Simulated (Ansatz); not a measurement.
**How Pd(110) screens a field**

Where does the screening charge of Pd(110) sit?

Program: Ansatz 0.2.0. Level of theory: plane-wave DFT, PBE, Ansatz PAW. Values are calculated unless marked as measured.

## Step 1: The structure

The cell holds 7 atoms: 7 Pd. Cell: a = 3.890 Å, b = 2.751 Å, c = 26.252 Å, α = 90.0°, β = 90.0°, γ = 90.0°. Vacuum lies along c.

## Step 2: Single point, field 0

A sawtooth potential applies the field, turning back in the middle of the vacuum. With the dipole correction the typed value is the field outside the slab. The induced dipole is small, so the SCF threshold is tight.

Contents of input.yaml:

```yaml
crystal:
  lattice:
    - [3.89, 0.0, 0.0]
    - [0.0, 2.7506453788, 0.0]
    - [0.0, 0.0, 26.2519361364]
  atoms:
    - { symbol: Pd, position: [0.0, 0.0, 0.3428318564] }
    - { symbol: Pd, position: [0.5, 0.5, 0.3952212376] }
    - { symbol: Pd, position: [0.0, 0.0, 0.4476106188] }
    - { symbol: Pd, position: [0.5, 0.5, 0.5] }
    - { symbol: Pd, position: [0.0, 0.0, 0.5523893812] }
    - { symbol: Pd, position: [0.5, 0.5, 0.6047787624] }
    - { symbol: Pd, position: [0.0, 0.0, 0.6571681436] }
kpoints:
  mp_grid: { grid: [14, 18, 1] }
hamiltonian:
  xc: pbe
scf:
  occupations: { method: fermi_dirac, width: 0.1 }
  convergence: { dr2_threshold: 1.0e-10 }
efield:
  axis: 3
  dipole_correction: true
  ramp_position: 0.97
  ramp_width: 0.06
  amplitude: 0
output:
  forces: true
  write_potential: true
  write_density: true
  volumetric_format: npy
```

On the command line:

```sh
> ansatz run input.yaml --threads 4 --pin off --max-ram 6144MiB --backend cpu --events-out ev --progress --plain --runs-dir out
```

Standard output:

```text
Engine: ansatz 0.2.0, aarch64-unknown-linux-gnu
Pseudopotentials: kind: paw
Pseudopotential: Pd, paw, valence charge 18, recommended cutoff 420 eV (normal), Pd.paw.azcp
Functional definition: PBE
  parameter kappa = 0.804
  parameter beta = 0.066725
  exchange = pbe_x(kappa = kappa, mu = beta*pi^2/3)
  correlation = pbe_c(beta = beta)
Crystal: 7 atoms, lattice volume = 280.896 Å³
Basis set: ecut = 420 eV, 5495 PW (Γ), exchange–correlation on 54×40×360 points (8 copies of the dense FFT grid, shifted against one another)
Bands: 76, of which v1, the nominal top of the filled ones, is band 63 counted from 1 (62 counted from 0)
Symmetry: 4 space group operations
k-points: 80 of 252
Non-local potential: Pd, projectors of the file, l = 0: 2, l = 1: 2, l = 2: 2, l = 3: 1
PAW form: soft (Blöchl's): semilocal exchange-correlation on the pseudo side does not see the compensation charge
PAW one-centre angular grid: Pd, 590 points (default); XC on 64 Gauss nodes
Initial density: superposition of atomic densities (neutral atoms: chi_scale 0, normalization atom), corrected by the library's trained network
Initial wavefunctions: pseudopotential atomic-orbital guess
Functional: x = pbe(κ = 0.804, μ = 0.219515), c = pbe(β = 0.066725)
SCF iter   1: F=—  HF=-48808.022085 eV  |F-HF|=—  |Δ(HF+E_count)|=         —  Δρ=1.03e-2  dr2=2.39e0  ethr=1.77e-3  p=0.000 e·Å  D=2.63e-14 V/Å  ΔV_dip=-0.00 eV  dr2_dipole=4.50e-8  V_vac-E_F(+/−)=4.52/4.52 eV  ⟨swp⟩=7.5  Hψ=25242  notcnv=0  defer=119
efield: sawtooth ramp at fractional position 0.9700 (set: `efield.ramp_position`, or a place that a band, a saddle search or an elastic batch's reference lends), width 0.0600; the density the first Hamiltonian is built on has a dipole p = 0.000 e·Å; the dipole correction subtracts the counter field D = 2.63e-14 V/Å, which shifts the + side's vacuum level by -0.00 eV against the − side's; the planar-averaged density in the ramp window peaks in size at 1.4e-6 e/Å³
preconditioner: auto → LDOS  [metal: Δε(μ)=0.006 eV  Ē_g=6.862 eV  σ=0.100 eV  W_gap=0.02  n_scr=58 (ndim 8)  ℏωp=18.5 eV  f_vac=0.582  D(μ)=14.24/eV (n_scr^D=136)  β→1.0]
SCF iter   2: F=—  HF=-48807.979435 eV  |F-HF|=—  |Δ(HF+E_count)|=   4.27e-2  Δρ=5.86e-3  dr2=1.73e-1  ethr=1.77e-3  p=0.000 e·Å  D=8.52e-6 V/Å  ΔV_dip=-0.00 eV  dr2_dipole=4.60e-8  V_vac-E_F(+/−)=4.88/4.88 eV  ⟨swp⟩=2.3  Hψ=7489  notcnv=0  defer=252
SCF iter   3: F=—  HF=-48807.974382 eV  |F-HF|=—  |Δ(HF+E_count)|=   5.05e-3  Δρ=2.04e-3  dr2=9.46e-2  ethr=1.37e-4  p=0.000 e·Å  D=1.95e-6 V/Å  ΔV_dip=-0.00 eV  dr2_dipole=3.36e-9  V_vac-E_F(+/−)=4.79/4.79 eV  ⟨swp⟩=2.0  Hψ=9261  notcnv=0  defer=267
SCF iter   4: F=—  HF=-48807.970663 eV  |F-HF|=—  |Δ(HF+E_count)|=   3.72e-3  Δρ=8.41e-4  dr2=2.48e-3  ethr=7.51e-5  p=0.000 e·Å  D=2.88e-7 V/Å  ΔV_dip=-0.00 eV  dr2_dipole=2.55e-11  V_vac-E_F(+/−)=4.85/4.85 eV  ⟨swp⟩=2.3  Hψ=7646  notcnv=0  defer=267
SCF iter   5: F=—  HF=-48807.970911 eV  |F-HF|=—  |Δ(HF+E_count)|=   2.47e-4  Δρ=3.22e-4  dr2=4.29e-4  ethr=1.96e-6  p=0.000 e·Å  D=2.70e-7 V/Å  ΔV_dip=-0.00 eV  dr2_dipole=2.42e-11  V_vac-E_F(+/−)=4.84/4.84 eV  ⟨swp⟩=2.6  Hψ=9139  notcnv=0  defer=267
SCF iter   6: F=—  HF=-48807.971002 eV  |F-HF|=—  |Δ(HF+E_count)|=   9.20e-5  Δρ=1.60e-4  dr2=1.24e-4  ethr=3.41e-7  p=0.000 e·Å  D=3.14e-8 V/Å  ΔV_dip=-0.00 eV  dr2_dipole=2.56e-13  V_vac-E_F(+/−)=4.84/4.84 eV  ⟨swp⟩=1.6  Hψ=6192  notcnv=0  defer=267
SCF iter   7: F=—  HF=-48807.970999 eV  |F-HF|=—  |Δ(HF+E_count)|=   3.71e-6  Δρ=5.96e-5  dr2=2.07e-5  ethr=9.87e-8  p=0.000 e·Å  D=3.89e-9 V/Å  ΔV_dip=-0.00 eV  dr2_dipole=5.19e-12  V_vac-E_F(+/−)=4.84/4.84 eV  ⟨swp⟩=1.5  Hψ=6326  notcnv=0  defer=267
SCF iter   8: F=—  HF=-48807.971058 eV  |F-HF|=—  |Δ(HF+E_count)|=   5.96e-5  Δρ=2.15e-5  dr2=1.53e-6  ethr=1.64e-8  p=-0.000 e·Å  D=-3.24e-8 V/Å  ΔV_dip=0.00 eV  dr2_dipole=4.50e-14  V_vac-E_F(+/−)=4.84/4.84 eV  ⟨swp⟩=2.2  Hψ=8452  notcnv=0  defer=267
SCF iter   9: F=—  HF=-48807.971107 eV  |F-HF|=—  |Δ(HF+E_count)|=   4.85e-5  Δρ=5.43e-6  dr2=2.20e-7  ethr=1.21e-9  p=-0.000 e·Å  D=-8.97e-9 V/Å  ΔV_dip=0.00 eV  dr2_dipole=1.48e-12  V_vac-E_F(+/−)=4.84/4.84 eV  ⟨swp⟩=3.0  Hψ=12030  notcnv=0  defer=244
SCF iter  10: F=—  HF=-48807.971107 eV  |F-HF|=—  |Δ(HF+E_count)|=   2.26e-8  Δρ=2.76e-6  dr2=2.48e-8  ethr=1.74e-10  p=-0.000 e·Å  D=-7.55e-9 V/Å  ΔV_dip=0.00 eV  dr2_dipole=4.96e-13  V_vac-E_F(+/−)=4.84/4.84 eV  ⟨swp⟩=2.5  Hψ=9586  notcnv=0  defer=244
SCF iter  11: F=—  HF=-48807.971107 eV  |F-HF|=—  |Δ(HF+E_count)|=   4.26e-8  Δρ=7.34e-7  dr2=2.06e-9  ethr=1.97e-11  p=-0.000 e·Å  D=-1.90e-9 V/Å  ΔV_dip=0.00 eV  dr2_dipole=4.42e-14  V_vac-E_F(+/−)=4.84/4.84 eV  ⟨swp⟩=2.1  Hψ=8818  notcnv=0  defer=244
SCF iter  12: F=—  HF=-48807.971107 eV  |F-HF|=—  |Δ(HF+E_count)|=   2.51e-8  Δρ=2.28e-7  dr2=2.29e-10  ethr=1.63e-12  p=0.000 e·Å  D=1.31e-9 V/Å  ΔV_dip=-0.00 eV  dr2_dipole=1.34e-15  V_vac-E_F(+/−)=4.84/4.84 eV  ⟨swp⟩=2.2  Hψ=8820  notcnv=0  defer=244
iter 13 met the thresholds in force, and the SCF goes on: an eigenvalue changes by 1.41 meV, over its tolerance of 1.02 meV (output.eigenvalues, Limitations)
SCF iter  13: F=-48807.971107 eV  HF=-48807.971107 eV  |F-HF|=7.13e-10  |Δ(HF+E_count)|=   3.46e-9  Δρ=9.30e-8  dr2=3.41e-11  ethr=1.00e-12  p=0.000 e·Å  D=6.98e-10 V/Å  ΔV_dip=-0.00 eV  dr2_dipole=5.68e-17  V_vac-E_F(+/−)=4.84/4.84 eV  ⟨swp⟩=17.6  Hψ=37639  notcnv=0
SCF iter  14: F=-48807.971107 eV  HF=-48807.971107 eV  |F-HF|=3.49e-10  |Δ(HF+E_count)|=  7.42e-10  Δρ=4.44e-8  dr2=1.29e-11  ethr=1.00e-12  p=0.000 e·Å  D=2.28e-10 V/Å  ΔV_dip=-0.00 eV  dr2_dipole=1.83e-16  V_vac-E_F(+/−)=4.84/4.84 eV  ⟨swp⟩=7.2  Hψ=30258  notcnv=0
SCF 1 converged in 14 iterations: F = -48807.971107 eV  dr2 = 1.29e-11
  greatest PAW one-centre occupation: 0.999 electrons in one spin orbital (limit 2), on the Pd atom at site 0 (counted from 0), in its partial waves of l = 0
WARN: The output density's exchange-correlation potential varies sharply where the density is thin. Do not read a vacuum level from v_tot or v_xc, or from such a field of the output density. On a cell that repeats whose density bears no net charge and no dipole along the vacuum's axis use v_es (v_loc + v_h of the components); under efield.dipole_correction with no amplitude use v_es + v_field, which holds any externa [...]
SCF converged after 14 iterations
an eigenvalue changed by more than its tolerance at an iteration that met the thresholds in force, so the SCF went on 1 time: the last check found none over its tolerance
Free energy (F): -48807.971107 eV
Harris-Foulkes:  -48807.971107 eV  (|F-HF|=3.49e-10)
Internal energy: -48807.493697 eV  (E = F + TS)
E sigma→0 (E₀):  -48807.732402 eV
Entropy (-TS):   -0.477410 eV (-68.201 meV/atom)
Fermi energy:    4.223859 eV
Dipole field:    D = -0.000000 V/Å  (p = -0.000000 e·Å, saw-weighted, corrected)
Work function:   Φ+ = 4.8373 eV   Φ− = 4.8373 eV
Levels:          The Fermi level and band energies are counted from a zero that moves with the ramp; work functions are not
--- Per-component energies (eV) ---
  E_band       = -2893.020856
  E_kinetic    = 3595.935269
  E_local      = -249203.586484  (includes V_loc(G=0)·N_el)
  E_nonlocal   = 1523.000129
  E_hartree    = 122488.877858
  E_xc         = -1177.700240
  E_vxc        = -1477.021502  (∫ρ·V_xc dr)
  E_paw        = -26253.641717  (= ΣΔE_a)
  E_vpaw       = -2309.104788  (= ΣTr[D̂ρ^β])
  E_aug_tail   = 0.001587  (compensation charges beyond the density's cutoff)
  E_efield     = 0.000000  (sawtooth field / dipole correction)
  E_vefield    = 0.000000  (∫n·V_field dr)
  E_ewald      = 100219.619903
  E_smearing   = -0.477410  (= −TS)
  E_closure    = 0.000000  (closes the sum)
  Σ components = -48807.971107   (vs F -48807.971107, Δ=0.00e0)
--- Forces (eV/Å), atoms counted from 1 ---
  atom   1  Pd     0.00000000     0.00000000     0.08424786
  atom   2  Pd     0.00000000     0.00000000    -0.56300078
  atom   3  Pd     0.00000000     0.00000000    -0.07424839
  atom   4  Pd     0.00000000     0.00000000     0.00000000
  atom   5  Pd     0.00000000     0.00000000     0.07424839
  atom   6  Pd     0.00000000     0.00000000     0.56300076
  atom   7  Pd     0.00000000     0.00000000    -0.08424784
  max |Σ_I F_I| component: 3.08e-9 eV/Å
--- Band table (eV; the first three rows and the last of 80) ---
  k-point 0: bands = [... 59 lower, 3.7875, 3.8222, 3.8489, 4.0922, 4.1026, 4.2748, 4.4636, 4.8762, ... 9 higher]
  k-point 1: bands = [... 59 lower, 3.6945, 3.9018, 3.9201, 3.9761, 4.0388, 4.3537, 4.3715, 4.9234, ... 9 higher]
  k-point 2: bands = [... 59 lower, 3.5564, 3.8683, 3.8995, 3.9330, 4.0031, 4.2288, 4.4556, 5.0581, ... 9 higher]
  k-point 79: bands = [... 59 lower, 4.2090, 4.2812, 4.3650, 4.3920, 6.1460, 6.2804, 8.0820, 8.3585, ... 9 higher]
```

Elapsed: 2.3 min, on 4 threads of Arm Neoverse N1, shared host; peak memory 1.4 GiB.

This step gave:

| Property | Result |
| --- | --- |
| energy at zero smearing | -48807.7324 eV |
| work function, upper face | 4.837 eV |
| dipole along the normal | -2.35e-8 e·Å |

Running mean over 1.375 Å of the planar mean; the ramp of the sawtooth is left out. Table of electron's electrostatic potential energy less the Fermi level by z:

```tsv
z (Å)	electron's electrostatic potential energy less the Fermi level (eV)
3.5	4.84
4.0	4.84
4.5	4.84
5.0	4.84
5.5	4.83
6.0	4.82
6.5	4.77
7.0	4.59
7.5	3.82
8.0	0.986
8.5	-3.81
9.0	-7.21
9.5	-8.20
10.0	-8.41
10.5	-8.56
11.0	-8.63
11.5	-8.66
12.0	-8.67
12.5	-8.67
13.0	-8.67
13.5	-8.67
14.0	-8.67
14.5	-8.66
15.0	-8.65
15.5	-8.60
16.0	-8.49
16.5	-8.33
17.0	-7.90
17.5	-5.88
18.0	-1.37
18.5	2.75
19.0	4.34
19.5	4.71
20.0	4.80
20.5	4.83
21.0	4.83
21.5	4.84
22.0	4.84
22.5	4.84
23.0	4.84
```

Force by atom:

```tsv
atom	x (eV/Å)	y (eV/Å)	z (eV/Å)	size
Pd1	0.000	0.000	0.084	0.084
Pd2	0.000	0.000	-0.563	0.563
Pd3	0.000	0.000	-0.074	0.074
Pd4	0.000	0.000	0.000	0.000
Pd5	0.000	0.000	0.074	0.074
Pd6	0.000	0.000	0.563	0.563
Pd7	0.000	0.000	-0.084	0.084
```

The work function of the upper face is 4.84 eV.

## Step 3: Atoms held, field 0.05 V/Å

Changes to input.yaml since step 2:

```diff
@@ -25,3 +25,3 @@
   ramp_width: 0.06
-  amplitude: 0
+  amplitude: 0.05
 output:
```

Standard output:

```text
[...]
Crystal: 7 atoms, lattice volume = 280.896 Å³
Basis set: ecut = 420 eV, 5495 PW (Γ), exchange–correlation on 54×40×360 points (8 copies of the dense FFT grid, shifted against one another)
Bands: 76, of which v1, the nominal top of the filled ones, is band 63 counted from 1 (62 counted from 0)
Symmetry: 4 space group operations
k-points: 80 of 252
[...]
k-point 0: bands = [... 59 lower, 3.7873, 3.8220, 3.8487, 4.0921, 4.1024, 4.2746, 4.4634, 4.8760, ... 9 higher]
  k-point 1: bands = [... 59 lower, 3.6944, 3.9016, 3.9199, 3.9759, 4.0386, 4.3536, 4.3713, 4.9232, ... 9 higher]
  k-point 2: bands = [... 59 lower, 3.5562, 3.8682, 3.8994, 3.9328, 4.0029, 4.2286, 4.4554, 5.0579, ... 9 higher]
  k-point 79: bands = [... 59 lower, 4.2088, 4.2810, 4.3648, 4.3918, 6.1458, 6.2802, 8.0819, 8.3583, ... 9 higher]
[key lines of the parts left out:]
SCF converged after 17 iterations
Free energy (F): -48807.971926 eV
Fermi energy:    4.223689 eV
Dipole field:    D = 0.021096 V/Å  (p = 0.032749 e·Å, saw-weighted, corrected)
```

Run time: 2.4 min. Hardware: 4 threads; peak memory 1.4 GiB.

The dipole is 0.0327 e·Å.

## Step 4: Single point, field -0.05 V/Å

Changes to input.yaml since step 3:

```diff
@@ -25,3 +25,3 @@
   ramp_width: 0.06
-  amplitude: 0.05
+  amplitude: -0.05
 output:
```

Standard output:

```text
[...]
Crystal: 7 atoms, lattice volume = 280.896 Å³
Basis set: ecut = 420 eV, 5495 PW (Γ), exchange–correlation on 54×40×360 points (8 copies of the dense FFT grid, shifted against one another)
Bands: 76, of which v1, the nominal top of the filled ones, is band 63 counted from 1 (62 counted from 0)
Symmetry: 4 space group operations
k-points: 80 of 252
[...]
k-point 0: bands = [... 59 lower, 3.7873, 3.8220, 3.8487, 4.0921, 4.1024, 4.2746, 4.4634, 4.8760, ... 9 higher]
  k-point 1: bands = [... 59 lower, 3.6944, 3.9016, 3.9199, 3.9759, 4.0386, 4.3536, 4.3713, 4.9232, ... 9 higher]
  k-point 2: bands = [... 59 lower, 3.5562, 3.8682, 3.8994, 3.9328, 4.0029, 4.2286, 4.4554, 5.0579, ... 9 higher]
  k-point 79: bands = [... 59 lower, 4.2088, 4.2810, 4.3648, 4.3918, 6.1458, 6.2802, 8.0819, 8.3583, ... 9 higher]
[key lines of the parts left out:]
SCF converged after 17 iterations
Free energy (F): -48807.971926 eV
Fermi energy:    4.223689 eV
Dipole field:    D = -0.021096 V/Å  (p = -0.032749 e·Å, saw-weighted, corrected)
```

Wall time 2.4 min (4 threads); peak memory 1.4 GiB.

The dipole is -0.0327 e·Å.

## Step 5: Atoms held, field 0.1 V/Å

Changes to input.yaml since step 4:

```diff
@@ -25,3 +25,3 @@
   ramp_width: 0.06
-  amplitude: -0.05
+  amplitude: 0.1
 output:
```

Standard output:

```text
[...]
Crystal: 7 atoms, lattice volume = 280.896 Å³
Basis set: ecut = 420 eV, 5495 PW (Γ), exchange–correlation on 54×40×360 points (8 copies of the dense FFT grid, shifted against one another)
Bands: 76, of which v1, the nominal top of the filled ones, is band 63 counted from 1 (62 counted from 0)
Symmetry: 4 space group operations
k-points: 80 of 252
[...]
k-point 0: bands = [... 59 lower, 3.7868, 3.8215, 3.8481, 4.0916, 4.1019, 4.2741, 4.4629, 4.8753, ... 9 higher]
  k-point 1: bands = [... 59 lower, 3.6938, 3.9011, 3.9193, 3.9754, 4.0381, 4.3531, 4.3708, 4.9225, ... 9 higher]
  k-point 2: bands = [... 59 lower, 3.5557, 3.8677, 3.8989, 3.9323, 4.0023, 4.2281, 4.4549, 5.0572, ... 9 higher]
  k-point 79: bands = [... 59 lower, 4.2083, 4.2805, 4.3643, 4.3913, 6.1453, 6.2797, 8.0814, 8.3578, ... 9 higher]
[key lines of the parts left out:]
SCF converged after 17 iterations
Free energy (F): -48807.974382 eV
Fermi energy:    4.223181 eV
Dipole field:    D = 0.042194 V/Å  (p = 0.065499 e·Å, saw-weighted, corrected)
```

It took 2.4 min on 4 threads; peak memory 1.4 GiB; 9.6 min of CPU time.

The dipole is 0.0655 e·Å.

## Step 6: Single point, field -0.1 V/Å

Changes to input.yaml since step 5:

```diff
@@ -25,3 +25,3 @@
   ramp_width: 0.06
-  amplitude: 0.1
+  amplitude: -0.1
 output:
```

Standard output:

```text
[...]
Crystal: 7 atoms, lattice volume = 280.896 Å³
Basis set: ecut = 420 eV, 5495 PW (Γ), exchange–correlation on 54×40×360 points (8 copies of the dense FFT grid, shifted against one another)
Bands: 76, of which v1, the nominal top of the filled ones, is band 63 counted from 1 (62 counted from 0)
Symmetry: 4 space group operations
k-points: 80 of 252
[...]
k-point 0: bands = [... 59 lower, 3.7868, 3.8215, 3.8481, 4.0916, 4.1019, 4.2741, 4.4629, 4.8753, ... 9 higher]
  k-point 1: bands = [... 59 lower, 3.6938, 3.9011, 3.9193, 3.9754, 4.0381, 4.3531, 4.3708, 4.9225, ... 9 higher]
  k-point 2: bands = [... 59 lower, 3.5557, 3.8677, 3.8989, 3.9323, 4.0023, 4.2281, 4.4549, 5.0572, ... 9 higher]
  k-point 79: bands = [... 59 lower, 4.2083, 4.2805, 4.3643, 4.3913, 6.1453, 6.2797, 8.0814, 8.3578, ... 9 higher]
[key lines of the parts left out:]
SCF converged after 17 iterations
Free energy (F): -48807.974382 eV
Fermi energy:    4.223181 eV
Dipole field:    D = -0.042194 V/Å  (p = -0.065499 e·Å, saw-weighted, corrected)
```

The job ended after 2.4 min (4 threads; peak memory 1.4 GiB).

The dipole is -0.0655 e·Å.

## Step 7: Single point, field 0.2 V/Å

Changes to input.yaml since step 6:

```diff
@@ -25,3 +25,3 @@
   ramp_width: 0.06
-  amplitude: -0.1
+  amplitude: 0.2
 output:
```

Standard output:

```text
[...]
Crystal: 7 atoms, lattice volume = 280.896 Å³
Basis set: ecut = 420 eV, 5495 PW (Γ), exchange–correlation on 54×40×360 points (8 copies of the dense FFT grid, shifted against one another)
Bands: 76, of which v1, the nominal top of the filled ones, is band 63 counted from 1 (62 counted from 0)
Symmetry: 4 space group operations
k-points: 80 of 252
[...]
k-point 0: bands = [... 59 lower, 3.7848, 3.8194, 3.8455, 4.0895, 4.0999, 4.2720, 4.4608, 4.8727, ... 9 higher]
  k-point 1: bands = [... 59 lower, 3.6917, 3.8991, 3.9169, 3.9734, 4.0361, 4.3510, 4.3688, 4.9198, ... 9 higher]
  k-point 2: bands = [... 59 lower, 3.5536, 3.8656, 3.8968, 3.9303, 4.0000, 4.2261, 4.4529, 5.0544, ... 9 higher]
  k-point 79: bands = [... 59 lower, 4.2063, 4.2784, 4.3623, 4.3893, 6.1433, 6.2777, 8.0794, 8.3558, ... 9 higher]
[key lines of the parts left out:]
SCF converged after 17 iterations
Free energy (F): -48807.984207 eV
Fermi energy:    4.221141 eV
Dipole field:    D = 0.084402 V/Å  (p = 0.131020 e·Å, saw-weighted, corrected)
```

Run time: 2.4 min. Hardware: 4 threads; peak memory 1.4 GiB.

The dipole is 0.131 e·Å.

## Step 8: Single point, field -0.2 V/Å

Changes to input.yaml since step 7:

```diff
@@ -25,3 +25,3 @@
   ramp_width: 0.06
-  amplitude: 0.2
+  amplitude: -0.2
 output:
```

Standard output:

```text
[...]
Crystal: 7 atoms, lattice volume = 280.896 Å³
Basis set: ecut = 420 eV, 5495 PW (Γ), exchange–correlation on 54×40×360 points (8 copies of the dense FFT grid, shifted against one another)
Bands: 76, of which v1, the nominal top of the filled ones, is band 63 counted from 1 (62 counted from 0)
Symmetry: 4 space group operations
k-points: 80 of 252
[...]
k-point 0: bands = [... 59 lower, 3.7848, 3.8194, 3.8455, 4.0895, 4.0999, 4.2720, 4.4608, 4.8727, ... 9 higher]
  k-point 1: bands = [... 59 lower, 3.6917, 3.8991, 3.9169, 3.9734, 4.0361, 4.3510, 4.3688, 4.9198, ... 9 higher]
  k-point 2: bands = [... 59 lower, 3.5536, 3.8656, 3.8968, 3.9303, 4.0000, 4.2261, 4.4529, 5.0544, ... 9 higher]
  k-point 79: bands = [... 59 lower, 4.2063, 4.2784, 4.3623, 4.3893, 6.1433, 6.2777, 8.0794, 8.3558, ... 9 higher]
[key lines of the parts left out:]
SCF converged after 17 iterations
Free energy (F): -48807.984207 eV
Fermi energy:    4.221141 eV
Dipole field:    D = -0.084402 V/Å  (p = -0.131020 e·Å, saw-weighted, corrected)
```

The job ended after 2.4 min (4 threads; peak memory 1.4 GiB; 9.6 min of CPU time).

The dipole is -0.131 e·Å.

[end of part 1 of 2]

[Long decimals in the printed logs are rounded to 6 places.]

[Logs are printed without paths, hosts, clocks, repeated set-up lines and the standing remarks that a program may print on its own settings, such as how far it seeks lower states.]

[Hosts, paths, dates, database ids (printed as entryN), source tags and the programs' standing remarks are cut or masked in the printed files.]

[Maps of the electrostatic potential energy from Ansatz leave out the sawtooth potential of an applied field or a dipole correction, so their vacuum need not be flat; planar profiles and work functions include it.]
